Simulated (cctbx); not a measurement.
# Which space group?

Cell: a = 7.3190 Å, b = 7.3190 Å, c = 7.3190 Å, α = 90.00°, β = 90.00°, γ = 90.00°. Expected content of the cell: Hg12 Lu4.

Simulated single-crystal data (cctbx): Mo Kα, λ = 0.71073 Å, to d = 0.65 Å, 50 % of the full sphere, strongest reflection 20000 counts, noise from counting, a 6 % proportional error and a noise floor of 15 counts (s.d.); no absorption.

A first pass over the reflections prints:

```text
3053 reflections to d = 0.652 A
centring   violations  <I/sigma> of those
    A          0 of  1544     -0.0
    B          0 of  1563     -0.0
    C          0 of  1539      0.0
    I          0 of  1517      0.1
    R        116 of  2046      1.0
    F          0 of  2323     -0.0
Laue class    unique    Rint  (classes that these axes allow; Friedel mates merged)
F m m m           212   0.050
F m -3             78   0.057
F m -3 m           58   0.057
space group    extra absences  I>4sigma  <I/sigma>
F 4 3 2                 0          0         -  acentric
F 41 3 2                8          0       0.9  acentric
F -4 3 m                0          0         -  acentric
F -4 3 c              195          0       0.7  acentric
F m -3 m                0          0         -  centric
F m -3 c              195          0       0.7  centric
F d -3 m :1            68          0       0.7  centric
F d -3 m :2            68          0       0.7  centric
F d -3 c :1           263          0       0.7  centric
F d -3 c :2           263          0       0.7  centric
Wilson B = 0.82 A^2   <|E^2-1|> = 0.988 (0.968 centric, 0.736 acentric)   E^2>4: 0.0 %
shell (A)         n   <I/sigma>
 4.23 - 1.04     19     12.8
 1.04 - 0.83     15     13.8
 0.83 - 0.73     12     14.7
 0.73 - 0.66     12     15.7
```

Q: Read the symmetry from these tables.

The reflections that A, B, C, I and F centring forbids are absent (⟨I/σ⟩ near 0), so the lattice is F. F holds A, B and C together.

Rint stays low (0.050 to 0.057) up to F m -3 m, the highest class in these axes.

10 settings pass the absence test. The most absences obeyed, 263, belong to F d -3 c alone.

⟨|E²−1|⟩ = 0.988 leans to a centrosymmetric structure. The Wilson B of 0.82 Å² means U ≈ 0.0104 Å².

The true group is Fm-3m (no. 225), Laue class m-3m, centrosymmetric. It passes the tests but isn't the first choice, because the arrangement of the atoms makes further classes of reflections very weak or absent.

The model is made up (kin elements in a known structure type, no relaxation), so it says nothing on whether the phase exists.

[Logs are printed without paths, hosts, clocks, repeated set-up lines and the standing remarks that a program may print on its own settings, such as how far it seeks lower states.]
